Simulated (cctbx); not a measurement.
**Tb2Be3S2 with cctbx, script by script**

Library: cctbx 2025.11. The data are simulated by the first script.

## 1. Simulate the data

run.py:

```python
from cctbx import adptbx, crystal, miller, sgtbx, xray
from cctbx.array_family import flex
from iotbx.shelx import hklf
from scitbx import matrix
import scitbx.random

cs = crystal.symmetry(unit_cell=(5.744, 5.744, 13.116, 90, 90, 120), space_group_symbol='Hall: -R 3 2"')  # R-3m
atoms = [  # label, site, U (iso, or U11 U22 U33 U12 U13 U23 in A^2), occupancy
    ("Tb1", (0, 0, 0), (0.0196, 0.0196, 0.0191, 0.0098, 0.0000, 0.0000), 1),
    ("Tb2", (1/3, 2/3, 0.16667), (0.0326, 0.0326, 0.0310, 0.0163, 0.0000, 0.0000), 1),
    ("S1", (1/3, 2/3, 0.9408), (0.0266, 0.0266, 0.0180, 0.0133, -0.0000, 0.0000), 1),
    ("Be1", (0.83333, 0.16667, 0.16667), (0.0345, 0.0345, 0.0228, 0.0182, -0.0026, 0.0026), 1),
]
xs = xray.structure(crystal_symmetry=cs)
for label, site, u, occ in atoms:
    u = adptbx.u_cif_as_u_star(cs.unit_cell(), u) if isinstance(u, tuple) else u
    xs.add_scatterer(xray.scatterer(label, site=site, u=u, occupancy=occ))
xs.set_inelastic_form_factors(0.71073, "sasaki")
xs.show_summary()
p1 = xs.expand_to_p1()
ms = miller.build_set(p1, anomalous_flag=True, d_min=0.7)
flex.set_random_seed(391359)
scitbx.random.set_random_seed(391359)
ms = ms.select(flex.random_double(ms.size()) < 0.5)
i = ms.structure_factors_from_scatterers(p1, algorithm="direct").f_calc().as_intensity_array().data()
i = i * 70000 / flex.max(i)
sig = flex.sqrt(i + flex.pow2(0.02 * i) + 4 ** 2)
noise = scitbx.random.variate(scitbx.random.normal_distribution())(i.size())
data = ms.array(data=i + sig * noise, sigmas=sig).set_observation_type_xray_intensity()
with open("data.hkl", "w") as f:
    data.export_as_shelx_hklf(f)
print("reflections written:", data.size(), " <I/sigma> = %.1f" % flex.mean(data.data() / data.sigmas()))
for h, a, b in list(data.sort("data"))[:12]:
    print("%4d%4d%4d %9.1f %7.1f" % (h + (a, b)))
```

```console
$ python run.py
```

```text
Number of scatterers: 4
At special positions: 4
Unit cell: (5.744, 5.744, 13.116, 90, 90, 120)
Space group: R -3 m :H (No. 166)
reflections written: 2201  <I/sigma> = 8.9
   1   1   0   72064.1  1424.8
  -2   1   0   68523.0  1424.8
   1  -1  -4   65581.9  1298.7
  -1   1   4   63911.8  1298.7
   1   0   4   62987.6  1298.7
   0   1  -4   62715.4  1298.7
  -1   0  -4   62646.2  1298.7
  -2   2  -4   52797.2  1068.0
  -2   0   4   51578.3  1068.0
   2   0  -4   51365.3  1068.0
   0   2   4   51190.5  1068.0
  -3   3   0   37722.4   782.3
```

It took 0.44 s on 1 thread of Arm Neoverse N1, with other jobs on the host, peak memory 0.07 GiB.

## 2. Refinement (right model, isotropic)

run.py:

```python
import math
from cctbx import adptbx, crystal, maptbx, sgtbx, xray
from cctbx.array_family import flex
from cctbx.xray import observations
from iotbx.shelx import hklf
from scitbx.lstbx import normal_eqns_solving
from smtbx import absolute_structure, utils
from smtbx.refinement import constraints, least_squares

cs = crystal.symmetry(unit_cell=(5.744, 5.744, 13.116, 90, 90, 120), space_group_symbol='Hall: -R 3 2"')  # R-3m
atoms = [  # label, site, U (iso, or U11 U22 U33 U12 U13 U23 in A^2), occupancy
    ("Tb1", (0, 0, 0), 0.0200, 1),
    ("Tb2", (1/3, 2/3, 0.16667), 0.0200, 1),
    ("S1", (1/3, 2/3, 0.9372), 0.0200, 1),
    ("Be1", (0.83333, 0.16667, 0.16667), 0.0200, 1),
]
xs = xray.structure(crystal_symmetry=cs)
for label, site, u, occ in atoms:
    u = adptbx.u_cif_as_u_star(cs.unit_cell(), u) if isinstance(u, tuple) else u
    xs.add_scatterer(xray.scatterer(label, site=site, u=u, occupancy=occ))
xs.set_inelastic_form_factors(0.71073, "sasaki")
raw = hklf.reader(file_name="data.hkl").as_miller_arrays(crystal_symmetry=cs, anomalous=True)[0]
merged = raw.eliminate_sys_absent().merge_equivalents()
fo2 = merged.array().set_observation_type_xray_intensity()
print("Rint %.3f, %d unique reflections to %.2f A" % (merged.r_int(), fo2.size(), fo2.d_min()))
for sc in xs.scatterers():
    sc.flags.set_grad_site(True)
    sc.flags.set_grad_u_aniso(sc.flags.use_u_aniso())
    sc.flags.set_grad_u_iso(sc.flags.use_u_iso())
obs = fo2.as_xray_observations()
extra = {}
rep = constraints.reparametrisation(xs, [], utils.connectivity_table(xs), **extra)
ls = least_squares.crystallographic_ls(obs, rep, weighting_scheme=least_squares.mainstream_shelx_weighting(a=0, b=0))
print("cycle     R1     wR2    GooF  max shift (A)")
for cycle in range(8):
    ls.build_up()
    r1, wr2, goof = ls.r1_factor(cutoff_factor=2)[0], ls.wR2(), ls.goof()
    old = xs.sites_cart()
    normal_eqns_solving.levenberg_marquardt_iterations(ls, n_max_iterations=3, tau=1e-06, step_threshold=1e-7)
    big = flex.max((xs.sites_cart() - old).norms())
    print("%4d %7.4f %7.4f %7.3f %9.5f" % (cycle + 1, r1, wr2, goof, big))
    ls.build_up(objective_only=True)
    if abs(ls.wR2() - wr2) < 5e-5 and big < 5e-4:
        break
ls.build_up()
print("final R1 %.4f wR2 %.4f GooF %.3f  parameters %d  data/parameter %.1f" % (ls.r1_factor(cutoff_factor=2)[0], ls.wR2(), ls.goof(), ls.n_parameters, fo2.size() / ls.n_parameters))
cov = ls.covariance_matrix_and_annotations()
su = dict(zip(cov.annotations, (math.sqrt(max(v, 0)) for v in cov.matrix.matrix_packed_u_diagonal())))
a2 = cs.unit_cell().reciprocal_parameters()[0] ** -2
print("atom        x        y        z      Ueq    occ   su(xyz)  su(Uiso or U11)")
for sc in xs.scatterers():
    s = max(su.get(sc.label + k, 0) for k in (".x", ".y", ".z"))
    npd = "" if sc.is_positive_definite_u(cs.unit_cell()) else "  NPD"
    print("%-5s %8.5f %8.5f %8.5f %8.4f %6.3f %8.5f %7.4f%s" % ((sc.label,) + sc.site + (sc.u_iso_or_equiv(cs.unit_cell()), sc.occupancy, s, su.get(sc.label + ".uiso", su.get(sc.label + ".u11", 0) * a2), npd)))
fo = fo2.f_sq_as_f()
fc = fo.structure_factors_from_scatterers(xs, algorithm="direct").f_calc()
diff = fo.f_obs_minus_f_calc(1 / math.sqrt(ls.scale_factor()), fc).average_bijvoet_mates()
m = diff.fft_map(symmetry_flags=maptbx.use_space_group_symmetry, resolution_factor=0.25).apply_volume_scaling()
print("difference map: max %.2f min %.2f rms %.2f" % (m.statistics().max(), m.statistics().min(), m.statistics().sigma()))
peaks = m.peak_search(parameters=maptbx.peak_search_parameters(min_distance_sym_equiv=0.6, max_clusters=6)).all()
near = xs.closest_distances(peaks.sites(), distance_cutoff=4)
sps = cs.special_position_settings(min_distance_sym_equiv=0.5)
for k, (x, h) in enumerate(zip(peaks.sites(), peaks.heights())):
    ss = sps.site_symmetry(x)
    print("Q%-3d %7.4f %7.4f %7.4f %4d %7.2f  %.2f A from %s" % ((k + 1,) + tuple(t % 1 for t in ss.exact_site()) + (ss.multiplicity(), h, near.smallest_distances[k], xs.scatterers()[near.i_seqs[k]].label)))
```

```console
$ python run.py
```

```text
Rint 0.017, 162 unique reflections to 0.70 A
cycle     R1     wR2    GooF  max shift (A)
   1  0.1437  0.3892  24.410   0.04610
   2  0.0136  0.0366   2.294   0.00044
   3  0.0134  0.0363   2.278   0.00000
final R1 0.0134 wR2 0.0363 GooF 2.278  parameters 5  data/parameter 32.4
atom        x        y        z      Ueq    occ   su(xyz)  su(Uiso or U11)
Tb1    0.00000  0.00000  0.00000   0.0193  1.000  0.00000  0.0001
Tb2    0.33333  0.66667  0.16667   0.0318  1.000  0.00000  0.0002
S1     0.33333  0.66667  0.94068   0.0232  1.000  0.00013  0.0003
Be1    0.83333  0.16667  0.16667   0.0295  1.000  0.00000  0.0013
difference map: max 0.77 min -1.75 rms 0.14
Q1    0.0466  0.0932  0.7239   18    0.81  0.46 A from S1
Q2    0.0000  0.0000  0.5000    3    0.56  0.00 A from Tb2
Q3    0.0000  0.0000  0.0000    3    0.44  0.00 A from Tb1
Q4    0.0528  0.1055  0.3347   18    0.32  0.95 A from S1
Q5    0.0000  0.4040  0.5000   18    0.27  0.55 A from Be1
Q6    0.0640  0.5320  0.3068   18    0.26  1.75 A from S1
```

Time: 0.67 s.

## 3. Refinement (right model, anisotropic)

run.py, as its changes from the last script of this kind:

```diff
@@ -12,4 +12,4 @@
-    ("Tb1", (0, 0, 0), 0.0200, 1),
-    ("Tb2", (1/3, 2/3, 0.16667), 0.0200, 1),
-    ("S1", (1/3, 2/3, 0.9372), 0.0200, 1),
-    ("Be1", (0.83333, 0.16667, 0.16667), 0.0200, 1),
+    ("Tb1", (0, 0, 0), 0.0193, 1),
+    ("Tb2", (1/3, 2/3, 0.16667), 0.0318, 1),
+    ("S1", (1/3, 2/3, 0.94068), 0.0232, 1),
+    ("Be1", (0.83333, 0.16667, 0.16667), 0.0295, 1),
@@ -21,0 +22 @@
+xs.convert_to_anisotropic()
```

```console
$ python run.py
```

```text
Rint 0.017, 162 unique reflections to 0.70 A
cycle     R1     wR2    GooF  max shift (A)
   1  0.0134  0.0363   2.323   0.00127
   2  0.0061  0.0142   0.908   0.00000
final R1 0.0061 wR2 0.0142 GooF 0.908  parameters 11  data/parameter 14.7
atom        x        y        z      Ueq    occ   su(xyz)  su(Uiso or U11)
Tb1    0.00000  0.00000  0.00000   0.0194  1.000  0.00000  0.0001
Tb2    0.33333  0.66667  0.16667   0.0320  1.000  0.00000  0.0001
S1     0.33333  0.66667  0.94078   0.0238  1.000  0.00005  0.0002
Be1    0.83333  0.16667  0.16667   0.0301  1.000  0.00000  0.0011
difference map: max 0.25 min -0.24 rms 0.07
Q1    0.0760  0.5380  0.3216   18    0.26  1.58 A from S1
Q2    0.0000  0.0000  0.3433    6    0.26  0.91 A from S1
Q3    0.0587  0.5293  0.2206   18    0.23  1.54 A from Tb2
Q4    0.0000  0.0000  0.4290    6    0.19  0.93 A from Tb2
Q5    0.0005  0.2075  0.2734   36    0.17  1.19 A from S1
Q6    0.0809  0.1618  0.7685   18    0.16  0.98 A from S1
```

Time: 0.59 s.

## 4. Refinement

run.py, as its changes from the last script of this kind:

```diff
@@ -24 +24 @@
-merged = raw.eliminate_sys_absent().merge_equivalents()
+merged = raw.eliminate_sys_absent().resolution_filter(d_min=2).merge_equivalents()
@@ -36 +36 @@
-for cycle in range(8):
+for cycle in range(12):
```

```console
$ python run.py
```

```text
Rint 0.018, 8 unique reflections to 2.32 A
cycle     R1     wR2    GooF  max shift (A)
   1  0.0059  0.0165   0.000   0.00042
   2  0.0000  0.0000   0.000   0.00000
final R1 0.0000 wR2 0.0000 GooF 0.000  parameters 11  data/parameter 0.7
RuntimeError: scitbx Error:  SCITBX_ASSERT(!cholesky.failure) failure in index: 7
```

Time: 0.61 s.

This run holds a fault made on purpose: data cut at low resolution.

## 5. Refinement

run.py, as its changes from the last script of this kind:

```diff
@@ -21 +21 @@
-xs.set_inelastic_form_factors(0.71073, "sasaki")
+# no anomalous dispersion
@@ -24 +24 @@
-merged = raw.eliminate_sys_absent().resolution_filter(d_min=2).merge_equivalents()
+merged = raw.eliminate_sys_absent().merge_equivalents()
```

```console
$ python run.py
```

```text
Rint 0.017, 162 unique reflections to 0.70 A
cycle     R1     wR2    GooF  max shift (A)
   1  0.0145  0.0398   2.545   0.00196
   2  0.0070  0.0166   1.060   0.00000
final R1 0.0070 wR2 0.0166 GooF 1.060  parameters 11  data/parameter 14.7
atom        x        y        z      Ueq    occ   su(xyz)  su(Uiso or U11)
Tb1    0.00000  0.00000  0.00000   0.0195  1.000  0.00000  0.0001
Tb2    0.33333  0.66667  0.16667   0.0320  1.000  0.00000  0.0001
S1     0.33333  0.66667  0.94083   0.0229  1.000  0.00006  0.0002
Be1    0.83333  0.16667  0.16667   0.0299  1.000  0.00000  0.0013
difference map: max 0.36 min -0.44 rms 0.08
Q1    0.0000  0.0000  0.2611    6    0.37  0.17 A from S1
Q2    0.0900  0.5450  0.3309   18    0.32  1.46 A from S1
Q3    0.0806  0.5403  0.2172   18    0.25  1.42 A from Tb2
Q4    0.9913  0.4957  0.2833   18    0.25  1.74 A from Tb1
Q5    0.0000  0.0000  0.3430    6    0.23  0.90 A from S1
Q6    0.0868  0.1736  0.7680   18    0.22  1.03 A from S1
```

Time: 0.59 s.

This run holds a fault made on purpose: anomalous dispersion left out.

## 6. Refinement

run.py, as its changes from the last script of this kind:

```diff
@@ -15,0 +16 @@
+    ("Be2", (0.375, 0.066, 0.693), 0.0300, 1),
@@ -21,2 +22 @@
-# no anomalous dispersion
-xs.convert_to_anisotropic()
+xs.set_inelastic_form_factors(0.71073, "sasaki")
```

```console
$ python run.py
```

```text
Rint 0.017, 162 unique reflections to 0.70 A
cycle     R1     wR2    GooF  max shift (A)
   1  0.0859  0.2664  16.924   0.21563
   2  0.0196  0.0614   3.900   0.65628
   3  0.0142  0.0364   2.313   0.14730
   4  0.0138  0.0363   2.307   0.04036
   5  0.0137  0.0363   2.306   0.03383
   6  0.0137  0.0363   2.306   0.03142
   7  0.0136  0.0363   2.305   0.03093
   8  0.0136  0.0363   2.305   0.03194
   9  0.0136  0.0363   2.305   0.00605
  10  0.0136  0.0363   2.305   0.00016
final R1 0.0136 wR2 0.0363 GooF 2.305  parameters 9  data/parameter 18.0
atom        x        y        z      Ueq    occ   su(xyz)  su(Uiso or U11)
Tb1    0.00000  0.00000  0.00000   0.0193  1.000  0.00000  0.0001
Tb2    0.33333  0.66667  0.16667   0.0318  1.000  0.00000  0.0002
S1     0.33333  0.66667  0.94067   0.0232  1.000  0.00013  0.0003
Be1    0.83333  0.16667  0.16667   0.0295  1.000  0.00000  0.0014
Be2    0.32193  0.00974  0.77011   1.0000  1.000  0.09390  1.1300
difference map: max 0.79 min -1.73 rms 0.14
Q1    0.0462  0.0924  0.7238   18    0.82  0.46 A from S1
Q2    0.0000  0.0000  0.5000    3    0.61  0.00 A from Tb2
Q3    0.0000  0.0000  0.0000    3    0.48  0.00 A from Tb1
Q4    0.0518  0.1036  0.3352   18    0.34  0.95 A from S1
Q5    0.0000  0.0000  0.0687    6    0.31  0.90 A from Tb1
Q6    0.0530  0.1061  0.2116   18    0.27  0.97 A from S1
```

It took 0.97 s on 1 thread of Arm Neoverse N1 (shared host), peak memory 0.09 GiB.

This run holds a fault made on purpose: spurious atom: Be2.

[Logs are printed without paths, hosts, clocks, repeated set-up lines and the standing remarks that a program may print on its own settings, such as how far it seeks lower states.]
